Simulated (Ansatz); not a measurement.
# BeCd (built on the sites of a database entry of BaZn): a soft mode frozen in

Wanted: the energy along a soft mode of BeCd (built on the sites of a database entry of BaZn) and the structure at the end.

Main program and level: Ansatz 0.2.0; DFT PBEsol, scalar-relativistic, plane waves, PseudoDojo norm-conserving pseudopotentials.

The structure was built from a prototype and need not be the compound's stable phase.

**1. The structure**

Symmetry: Pm-3m, No. 221, cubic system. The conventional cell has a = 3.061 Å, b = 3.061 Å, c = 3.061 Å, α = 90.00°, β = 90.00°, γ = 90.00°. Nearest to Be lie 8 Cd at 2.65 Å. Cd has 8 Be at 2.65 Å nearest. Farther neighbours are not listed.

**2. Response at finite wavevector**

The cell comes from relaxations at this level that are not shown. Stability and thermal properties need the whole zone. Linear response on a 2×2×2 q mesh gives force constants as far as a supercell of that size would.

Input file input.yaml:

```yaml
crystal:
  lattice:
    - [3.060635456, 0.0, 0.0]
    - [0.0, 3.060635456, 0.0]
    - [0.0, 0.0, 3.060635456]
  atoms:
    - { symbol: Be, position: [0.0, 0.0, 0.0] }
    - { symbol: Cd, position: [0.5, 0.5, 0.5] }
kpoints:
  mp_grid: { grid: [16, 16, 16] }
hamiltonian:
  xc: pbesol
  pseudopotentials: { kind: nc, accuracy: standard }
scf:
  occupations: { method: methfessel_paxton, width: 0.2 }
output:
  eigenvalues: true
phonons:
  method: dfpt
  qmesh: [2, 2, 2]
  temperatures: { t_max: 1000, t_step: 50 }
  qpath:
    path:
      - [[0.0, 0.0, 0.0], [0.0, 0.5, 0.0], [0.5, 0.5, 0.0], [0.0, 0.0, 0.0], [0.5, 0.5, 0.5], [0.0, 0.5, 0.0]]
      - [[0.5, 0.5, 0.5], [0.5, 0.5, 0.0]]
    npoints: 10
```

Command:

```console
> ansatz run input.yaml --threads 4 --pin off --max-ram 7168MiB --backend cpu --events-out ev --progress --plain --runs-dir out
```

Numbers of over 12 decimals in the logs are rounded to 6 here.

Log:

```text
Engine: ansatz 0.2.0, aarch64-unknown-linux-gnu
Pseudopotentials: kind: nc
Pseudopotential: Be, nc, valence charge 4, recommended cutoff 1197.300995 eV (normal), Be.nc.azcp (PseudoDojo's, or run here from an input of PseudoDojo's; its table is named by hamiltonian.pseudopotentials.accuracy)
Pseudopotential: Cd, nc, valence charge 20, recommended cutoff 1387.780699 eV (normal), Cd.nc.azcp (PseudoDojo's, or run here from an input of PseudoDojo's; its table is named by hamiltonian.pseudopotentials.accuracy)
Functional definition: PBEsol
  exchange = pbesol_x
  correlation = pbesol_c
Crystal: 2 atoms, lattice volume = 28.670 Å³
Basis set: ecut = 1387.780699 eV, 3407 PW (Γ), exchange–correlation on 80×80×80 points (8 copies of the dense FFT grid, shifted against one another)
Bands: 16, of which v1, the nominal top of the filled ones, is band 12 counted from 1 (11 counted from 0)
Symmetry: 48 space group operations
k-points: 165 of 4096
Non-local potential: Be, projectors of the file, l = 0: 2, l = 1: 2
Non-local potential: Cd, projectors of the file, l = 0: 2, l = 1: 2, l = 2: 2
Initial density: superposition of atomic densities (chi_scale 0.1, normalization cell, long waves kept (reshape's long-wave potential 0.00 eV rms))
Initial wavefunctions: pseudopotential atomic-orbital guess
Functional: x = pbesol(κ = 0.804, μ = 0.123457), c = pbesol(β = 0.046)
SCF iter   1: F=—  HF=-5144.888884 eV  |F-HF|=—  |Δ(HF+E_count)|=         —  Δρ=5.70e-2  dr2=1.25e0  ethr=3.10e-3  ⟨swp⟩=6.2  Hψ=15181  notcnv=0
preconditioner: auto → none  [metal: Δε(μ)=0.021 eV  Ē_g=12.228 eV  σ=0.200 eV  W_gap=0.09  n_scr=6 (ndim 8)  ℏωp=25.9 eV  f_vac=0.000  D(μ)=0.71/eV (n_scr^D=6)  sad-step TF]
SCF iter   2: F=—  HF=-5144.566683 eV  |F-HF|=—  |Δ(HF+E_count)|=   3.22e-1  S|Δr|=    0.00e0  Δρ=2.59e-2  dr2=2.40e-1  ethr=3.10e-3  ⟨swp⟩=2.7  Hψ=5648  notcnv=0  defer=5
SCF iter   3: F=—  HF=-5144.480043 eV  |F-HF|=—  |Δ(HF+E_count)|=   8.66e-2  S|Δr|=    0.00e0  Δρ=5.39e-3  dr2=6.39e-3  ethr=1.00e-3  ⟨swp⟩=2.1  Hψ=4399  notcnv=0  defer=6
SCF iter   4: F=—  HF=-5144.478629 eV  |F-HF|=—  |Δ(HF+E_count)|=   1.41e-3  S|Δr|=    0.00e0  Δρ=1.53e-3  dr2=2.18e-4  ethr=2.66e-5  ⟨swp⟩=2.1  Hψ=4799  notcnv=0  defer=6
SCF iter   5: F=—  HF=-5144.478624 eV  |F-HF|=—  |Δ(HF+E_count)|=   5.20e-6  S|Δr|=    0.00e0  Δρ=1.90e-4  dr2=2.85e-6  ethr=9.10e-7  ⟨swp⟩=2.7  Hψ=4778  notcnv=0  defer=6
SCF iter   6: F=—  HF=-5144.478629 eV  |F-HF|=—  |Δ(HF+E_count)|=   5.68e-6  S|Δr|=    0.00e0  Δρ=3.56e-5  dr2=7.37e-8  ethr=1.19e-8  ⟨swp⟩=2.0  Hψ=4575  notcnv=0  defer=6
SCF iter   7: F=—  HF=-5144.478624 eV  |F-HF|=—  |Δ(HF+E_count)|=   5.47e-6  S|Δr|=    0.00e0  Δρ=3.47e-6  dr2=9.90e-10  ethr=3.07e-10  ⟨swp⟩=2.0  Hψ=4547  notcnv=0  defer=6
SCF iter   8: F=—  HF=-5144.478624 eV  |F-HF|=—  |Δ(HF+E_count)|=  1.33e-10  S|Δr|=    0.00e0  Δρ=2.99e-7  dr2=1.25e-11  ethr=4.12e-12  ⟨swp⟩=2.1  Hψ=4652  notcnv=0  defer=6
SCF iter   9: F=-5144.478624 eV  HF=-5144.478624 eV  |F-HF|=1.82e-12  |Δ(HF+E_count)|=  3.64e-12  S|Δr|=    0.00e0  Δρ=4.07e-8  dr2=2.69e-13  ethr=1.00e-12  ⟨swp⟩=7.7  Hψ=16097  notcnv=0
SCF 1 converged in 9 iterations: F = -5144.478624 eV  dr2 = 2.69e-13
Initial density: read from a saved state, or passed on in memory by an earlier SCF of this step, an earlier step, the calling program or the single point that the run made first
iter 1 solved again at ethr=2.11e-7 eV; its pass at ethr=3.10e-3 eV (dr2=5.06e-5 eV) is discarded
SCF iter   1: F=—  HF=-5144.478630 eV  |F-HF|=—  |Δ(HF+E_count)|=         —  Δρ=1.58e-6  dr2=2.47e-10  ethr=2.11e-7  ⟨swp⟩=4.0  Hψ=25348  notcnv=0
eigensolver tolerance schedule: the retry pair's looser diagonalisation over-reported the residual by 204404.99 of it (diagonalisation noise at an unbounded share of the residual, at the tolerance the schedule requests for it); recorded, not acted on — ethr = c·dr2/N_el stays at c = 1.0e-1
preconditioner: auto → none  [metal: Δε(μ)=0.013 eV  Ē_g=13.270 eV  σ=0.200 eV  W_gap=0.05  n_scr=6 (ndim 8)  ℏωp=25.9 eV  f_vac=0.000  D(μ)=0.73/eV (n_scr^D=6)]
SCF iter   2: F=—  HF=-5144.478624 eV  |F-HF|=—  |Δ(HF+E_count)|=   6.37e-6  S|Δr|=    0.00e0  Δρ=1.16e-6  dr2=2.02e-10  ethr=1.03e-12  ⟨swp⟩=5.0  Hψ=8945  notcnv=0
SCF iter   3: F=—  HF=-5144.478624 eV  |F-HF|=—  |Δ(HF+E_count)|=  5.55e-11  S|Δr|=    0.00e0  Δρ=5.93e-7  dr2=4.01e-11  ethr=1.00e-12  ⟨swp⟩=2.2  Hψ=4145  notcnv=0
SCF iter   4: F=—  HF=-5144.478624 eV  |F-HF|=—  |Δ(HF+E_count)|=  9.09e-12  S|Δr|=    0.00e0  Δρ=4.21e-7  dr2=1.82e-11  ethr=1.00e-12  ⟨swp⟩=1.0  Hψ=2640  notcnv=0
SCF iter   5: F=—  HF=-5144.478624 eV  |F-HF|=—  |Δ(HF+E_count)|=  3.64e-12  S|Δr|=    0.00e0  Δρ=3.27e-7  dr2=1.05e-11  ethr=1.00e-12  ⟨swp⟩=3.8  Hψ=7379  notcnv=0
SCF iter   6: F=-5144.478624 eV  HF=-5144.478624 eV  |F-HF|=5.46e-12  |Δ(HF+E_count)|=  9.09e-13  S|Δr|=    0.00e0  Δρ=2.82e-7  dr2=7.97e-12  ethr=1.00e-12  ⟨swp⟩=1.3  Hψ=3436  notcnv=0
SCF 2 converged in 6 iterations: F = -5144.478624 eV  dr2 = 7.97e-12
phonons: the bands overlap, so this run is a metal and interpolates without the dipole-dipole term. If the crystal is really an insulator or semiconductor, its LO-TO splitting is missing
NSCF: frozen V_eff on 165 k-points
NSCF: frozen V_eff on 405 k-points
DFPT response loops at q = (0, 0, 0) (fractional): preconditioner auto → Kerker (q_TF=auto, 2.649 Å⁻¹) (partly filled bands, converged f_vac=0.000); β = 1.00, the filter's whole step (`scf.mixing.beta` (0.50) is not read by the response loops under this deck's `scf.mixing.preconditioner`; to damp them name `kerker` or `kerker_dos`, under which they read `scf.mixing.beta`, and type it under 1.00, their step now; both keys bind the ground state too); Broyden in place of MSR1
NSCF: frozen V_eff on 1458 k-points
DFPT response loops at q = (0, 0, -0.5) (fractional): mixed as the last ones told, above
NSCF: frozen V_eff on 1458 k-points
DFPT response loops at q = (0, -0.5, -0.5) (fractional): mixed as the last ones told, above
NSCF: frozen V_eff on 810 k-points
DFPT response loops at q = (-0.5, -0.5, -0.5) (fractional): mixed as the last ones told, above
SCF converged after 9 iterations
Stability not checked: this state was not tested for a lower state beside it, because cold or Methfessel-Paxton smearing, or corrected tetrahedra, fill the levels in a way that the test cannot read (fill_not_monotonic; see scf.lower_state_search)
Free energy (F): -5144.478624 eV
Harris-Foulkes:  -5144.478624 eV  (|F-HF|=1.82e-12)
Internal energy: -5144.477630 eV  (E = F + TS)
E sigma→0 (E₀):  -5144.478375 eV
Entropy (-TS):   -0.000994 eV (-0.497 meV/atom)
Fermi energy:    14.514879 eV
--- Per-component energies (eV) ---
  E_band       = -568.997604
  E_kinetic    = 1899.123897
  E_local      = -4515.829743  (includes V_loc(G=0)·N_el)
  E_nonlocal   = -164.327405
  E_hartree    = 1433.821814
  E_xc         = -718.862437
  E_vxc        = -655.608012  (∫ρ·V_xc dr)
  E_ewald      = -3078.403755
  E_smearing   = -0.000994  (= −TS)
  E_closure    = 0.000000  (closes the sum)
  Σ components = -5144.478624   (vs F -5144.478624, Δ=0.00e0)
--- Band table (eV; the first three rows and the last of 165) ---
  k-point 0: bands = [... 8 lower, 5.1196, 5.1196, 5.1196, 17.0316, 17.0316, 17.0316, 23.1648, 23.1648]
  k-point 1: bands = [... 8 lower, 5.1010, 5.1010, 5.1212, 16.6031, 17.1141, 17.1141, 23.1749, 23.4403]
  k-point 2: bands = [... 8 lower, 5.0487, 5.0487, 5.1258, 15.5854, 17.3572, 17.3572, 23.2045, 23.5848]
  k-point 164: bands = [... 8 lower, 5.5686, 5.5686, 15.9665, 15.9665, 15.9665, 15.9778, 15.9778, 15.9778]
--- Phonons (Γ-DFPT): 2 representative perturbations + reference (Σ response iterations 6) ---
  ASR residual: 1.779e-4 → 0.000e0 eV/Å²; symmetrization residual: 4.152e-6 eV/Å²
  ASR residual per site (eV/Å²): 9.43e-6 1.78e-4
  Γ frequencies (cm⁻¹): 0.00 0.00 0.00 287.79 287.79 287.79
--- Phonons (arbitrary-q DFPT): 4 irreducible q on the 2×2×2 mesh ---
  q = [0.0000, 0.0000, 0.0000] (star 1, of the zone-centre solve; hermiticity 3.27e-6, symmetrization 3.02e-14): -0.00 -0.00 0.00 287.79 287.79 287.79
  q = [0.0000, 0.0000, -0.5000] (star 3, 4 solved perturbations in 2268 linear systems a pass and spin channel, the states on 729 of 4096 k-point pairs; hermiticity 2.62e-13, symmetrization 8.44e-13, the responses' own estimated error 3.9e-5 eV/Å²): 69.89 69.89 143.27 265.61 265.61 288.97
  q = [0.0000, -0.5000, -0.5000] (star 3, 4 solved perturbations in 2268 linear systems a pass and spin channel, the states on 729 of 4096 k-point pairs; hermiticity 3.60e-6, symmetrization 6.36e-14, the responses' own estimated error 6.4e-5 eV/Å²): -136.83 -136.83 81.90 264.22 264.22 350.56
  q = [-0.5000, -0.5000, -0.5000] (star 1, 2 solved perturbations on 405 of 4096 k-point pairs; hermiticity 1.05e-12, symmetrization 5.93e-12, the responses' own estimated error 5.2e-5 eV/Å²): 100.11 100.11 100.11 116.62 116.62 116.62
  sum rule: each row above includes the acoustic sum rule's correction from the zone centre's row sums; it moved no ω² by more than (0.66 cm⁻¹)²
  mesh force constants: q→R imaginary residual 3.37e-17; ASR residual 1.779e-4 → 0.000e0 eV/Å²; symmetrization residual 3.109e-15 eV/Å²
  interpolated dispersion: 62 rows × 6 modes
  density of states and harmonic sums: on the 20×20×20 q-mesh, interpolated from the force constants of a 2×2×2 supercell (no non-analytic term)
  largest difference from the sums on the solved wave vectors: F 2.71e-2 eV, S 2.89e-5 and C_V 5.35e-6 eV/K
  zero-point energy: 0.058342 eV/cell   skipped modes (ω ≤ 0): 314, of them read as no rigid motion or as one in doubt: 311 (1.156e0 modes/cell left out, lowest -136.83 cm⁻¹)   left out of the sums: 1.93e-1 of the cell's modes: C_V's classical limit lies that fraction below 3 k_B per atom; for a crystal, a wire or a layer, F and S can be off by more, and a phonons.interpolated_qmesh denser along its periods is the remedy for the sampling
```

Wall time 7 min (4 threads of Arm Neoverse N1, shared host); peak memory 3.4 GiB.

This step gave:

```yaml
volume_per_atom: 14.34 Å³
gap_on_the_k_mesh: 0 eV
sum_rule_residual_before_enforcement: 1.78e-4 eV/Å²
lowest_frequency_on_the_path: -136.8 cm⁻¹
point_group: m-3m
highest_frequency_on_the_path_or_at_a_solved_wavevector: 350.6 cm⁻¹
highest_optical_mode_at_the_zone_centre_no_lo_to_term: 287.8 cm⁻¹
lowest_optical_zone_centre_mode: 287.8 cm⁻¹
lowest_mode_on_the_q_mesh_acoustic_modes_at_gamma_apart: -136.8 cm⁻¹
```

Frequencies (cm⁻¹) solved at each irreducible wavevector; negative means imaginary. Frequencies by wavevector, by row:

| q in reciprocal lattice units | star | mode 1 | mode 2 | mode 3 | mode 4 | mode 5 | mode 6 |
| --- | --- | --- | --- | --- | --- | --- | --- |
| 0 0 0 | 1 | 0 | 0 | 0 | 287.8 | 287.8 | 287.8 |
| 0 0 -0.5 | 3 | 69.9 | 69.9 | 143.3 | 265.6 | 265.6 | 289 |
| 0 -0.5 -0.5 | 3 | -136.8 | -136.8 | 81.9 | 264.2 | 264.2 | 350.6 |
| -0.5 -0.5 -0.5 | 1 | 100.1 | 100.1 | 100.1 | 116.6 | 116.6 | 116.6 |

Interpolated from a 2×2×2 q mesh, rough between the solved points. Phonon branches along the path, in cm⁻¹:

| point | branch 1 | branch 2 | branch 3 | branch 4 | branch 5 | branch 6 |
| --- | --- | --- | --- | --- | --- | --- |
| Γ | 0 | 0 | 0 | 288 | 288 | 288 |
| halfway | 47 | 47 | 100 | 277 | 277 | 289 |
| X | 70 | 70 | 143 | 266 | 266 | 289 |
| halfway | -65 | 21 | 76 | 266 | 272 | 311 |
| M | -137 | -137 | 82 | 264 | 264 | 351 |
| halfway | -57 | 65 | 99 | 262 | 286 | 294 |
| Γ | 0 | 0 | 0 | 288 | 288 | 288 |
| halfway | 49 | 49 | 50 | 268 | 268 | 268 |
| R | 100 | 100 | 100 | 117 | 117 | 117 |
| halfway | -93 | 27 | 102 | 244 | 244 | 275 |
| X | 70 | 70 | 143 | 266 | 266 | 289 |
| jump to R | 100 | 100 | 100 | 117 | 117 | 117 |
| halfway | -110 | -110 | 101 | 222 | 222 | 258 |
| M | -137 | -137 | 82 | 264 | 264 | 351 |

The phonon branches as a text plot (rows in cm⁻¹):

```
    340 |            *****                                     **
    320 |           *     *                                   *
    300 |          *       *** *
    280 |***********      **************            ******
    259 |      ****************         ***        * *****   * **
    239 |                                ***        *         *
    219 |                                  *      **        **
    198 |                                   *    **         *
    178 |                                   *    **        *
    158 |                                    *  **
    137 |      ***                           *          ***
    117 |    **   *                           ******   *  **
     97 |   *                ***     **       **    ***     ***
     76 |      **************       *  *    **        *****    **
     56 |  ****              ** *       ****    *    *  *
     36 | **      *            *** * ***            *  *
     16 |**                      * **        *
     -5 |                       ***              *
    -25 |          *           *
    -45 |                 *   *          **       **  *
    -66 |           *        *              *    *   *     *
    -86 |           *      **              *      * *       *
   -106 |            *   **                        *         *
   -127 |             ****                                    ***
         Γ      X      M          Γ            R        X|R     M
```

Symmetry leaves 4 wavevectors to solve. The lowest mode among them, the acoustic zeros apart, lies at q = (0, -0.5, -0.5) and is imaginary, 136.8i cm⁻¹, so the energy falls along it.

**3. The mode frozen in, largest atomic shift 0 Å**

The mode followed lies at q = (0, -0.5, -0.5) with frequency 136.8i cm⁻¹ and is 2-fold degenerate, the softest among the wavevectors solved. At small amplitude the distorted cell has space group no. 51 by a symmetry search on the positions. The undistorted cell that holds it gives the zero of energy on the same k mesh.

System of this step: BeCd (built on the sites of a database entry of BaZn). It takes space group Pm-3m (No. 221, cubic). The conventional cell has a = 3.061 Å, b = 3.061 Å, c = 3.061 Å, α = 90.00°, β = 90.00°, γ = 90.00°. Nearest to Be lie 8 Cd at 2.65 Å. Nearest to Cd lie 8 Be at 2.65 Å. Farther neighbours are not listed.

input.yaml, the sections that differ from step 2:

```yaml
crystal:
  lattice:
    - [-3.060635456, 0.0, 0.0]
    - [0.0, -3.060635456, -3.060635456]
    - [0.0, -3.060635456, 3.060635456]
  atoms:
    - { symbol: Be, position: [1.0, 0.5, 0.5] }
    - { symbol: Be, position: [1.0, 0.0, 0.0] }
    - { symbol: Cd, position: [0.5, 0.0, 0.5] }
    - { symbol: Cd, position: [0.5, 0.5, 0.0] }
kpoints:
  mp_grid: { grid: [14, 10, 10] }
output:
  forces: true
  stress: true
  eigenvalues: true
# hamiltonian, scf: as in step 2
# phonons: removed
```

Log:

```text
[...]
Crystal: 4 atoms, lattice volume = 57.341 Å³
Basis set: ecut = 1387.780699 eV, 6755 PW (Γ), exchange–correlation on 80×108×108 points (8 copies of the dense FFT grid, shifted against one another)
Bands: 29, of which v1, the nominal top of the filled ones, is band 24 counted from 1 (23 counted from 0)
Symmetry: 32 space group operations
[...]
k-points: 168 of 1400
[...]
k-point 0: bands = [... 20 lower, 5.5357, 10.7164, 10.7164, 13.5259, 14.5607, 17.0346, 17.0347, 17.0347, ... 1 higher]
  k-point 1: bands = [... 20 lower, 5.4734, 10.1144, 10.8457, 13.9208, 14.9203, 16.7453, 16.8645, 17.1399, ... 1 higher]
  k-point 2: bands = [... 20 lower, 5.3055, 9.0031, 11.2140, 14.2179, 16.0333, 16.1937, 16.4418, 17.4470, ... 1 higher]
  k-point 167: bands = [... 20 lower, 10.7165, 10.7165, 10.7165, 10.7165, 13.5259, 13.5259, 14.5606, 14.5606, ... 1 higher]
[key lines of the parts left out:]
SCF converged after 7 iterations
Free energy (F): -10288.963428 eV
Fermi energy:    14.464566 eV
P = ⅓ Tr σ = -0.2116 GPa (-2.116 kbar)
```

Elapsed: 28 s, on 4 threads; peak memory 1.2 GiB.

This step gave:

* pressure: -0.2116 GPa
* energy from the undistorted cell: 0 meV/atom

The run ends at a pressure of -0.21 GPa.

**4. The mode frozen in, largest atomic shift 0.32 Å**

The atoms are moved along the unstable eigenvector, the largest shift by 0.32 Å, with the cell fixed.

input.yaml, the sections that differ from step 3:

```yaml
crystal:
  lattice:
    - [-3.060635456, 0.0, 0.0]
    - [0.0, -3.060635456, -3.060635456]
    - [0.0, -3.060635456, 3.060635456]
  atoms:
    - { symbol: Be, position: [1.0, 0.5739304544, 0.5] }
    - { symbol: Be, position: [1.0, -0.0739304544, 0.0] }
    - { symbol: Cd, position: [0.5, 0.0259894468, 0.5] }
    - { symbol: Cd, position: [0.5, 0.4740105532, 0.0] }
output:
  forces: true
  stress: true
  eigenvalues: true
  write_density: true
  write_potential: true
  elf: true
  volumetric_format: npy
# kpoints, hamiltonian, scf: as in step 3
```

Log:

```text
[...]
Crystal: 4 atoms, lattice volume = 57.341 Å³
Basis set: ecut = 1387.780699 eV, 6755 PW (Γ), exchange–correlation on 80×108×108 points (8 copies of the dense FFT grid, shifted against one another)
Bands: 29, of which v1, the nominal top of the filled ones, is band 24 counted from 1 (23 counted from 0)
Symmetry: 8 space group operations
[...]
k-points: 288 of 1400
[...]
k-point 0: bands = [... 20 lower, 5.4788, 10.6477, 10.9546, 12.8920, 14.4656, 16.9933, 17.6117, 18.1353, ... 1 higher]
  k-point 1: bands = [... 20 lower, 5.4310, 10.0436, 11.0624, 13.1870, 14.8946, 17.0958, 17.3801, 17.7882, ... 1 higher]
  k-point 2: bands = [... 20 lower, 5.3030, 8.9459, 11.3681, 13.4135, 16.1104, 16.8598, 17.0529, 17.3952, ... 1 higher]
  k-point 287: bands = [... 20 lower, 10.7066, 10.7066, 10.7720, 10.7720, 13.4494, 13.4494, 14.4883, 14.4883, ... 1 higher]
[key lines of the parts left out:]
SCF converged after 8 iterations
Free energy (F): -10289.016834 eV
Fermi energy:    14.260738 eV
P = ⅓ Tr σ = 0.9407 GPa (9.407 kbar)
```

Wall time 77 s (4 threads); peak memory 1.7 GiB; 5 min of CPU time.

Numbers from this step:

```yaml
pressure: 0.9407 GPa
energy_from_the_undistorted_cell: -13.33 meV/atom
```

The energy, extrapolated to zero smearing, is -13.33 meV/atom against the undistorted cell.

The run ends at a pressure of 0.94 GPa, with forces up to 0.65 eV/Å.

**5. Energy along the mode, all amplitudes (two of the runs are shown above)**

An imaginary frequency means negative curvature, so the energy should fall and then rise again as anharmonic terms take over.

This step gave:

```yaml
depth_at_the_lowest_point_sampled: 13.33 meV/atom
largest_atomic_shift_at_that_point: 0.32 Å
```

The energy from the parent by largest atomic shift:

| largest atomic shift (Å) | energy from the parent (meV/atom) |
| --- | --- |
| 0.000 | 0 |
| 0.040 | -0.518 |
| 0.080 | -2.00 |
| 0.140 | -5.44 |
| 0.220 | -10.6 |
| 0.320 | -13.3 |
| 0.450 | 2.46 |
| 0.600 | 65.3 |

Displacement at unit largest shift by atom:

| atom | x (Å) | y (Å) | z (Å) | size |
| --- | --- | --- | --- | --- |
| Be1 | 0.000 | -0.707 | -0.707 | 1.000 |
| Be2 | 0.000 | 0.707 | 0.707 | 1.000 |
| Cd3 | 0.000 | -0.249 | -0.249 | 0.352 |
| Cd4 | 0.000 | 0.249 | 0.249 | 0.352 |

The lowest of the steps tried is at 0.32 Å, 13.3 meV/atom below the parent; the bottom of the well need not coincide with a step.

(Part 1 of 2 ends here.)

[Logs are printed without paths, hosts, clocks, repeated set-up lines and the standing remarks that a program may print on its own settings, such as how far it seeks lower states.]

[Hosts, paths, dates, database ids (printed as entryN), source tags and the programs' standing remarks are cut or masked in the printed files.]
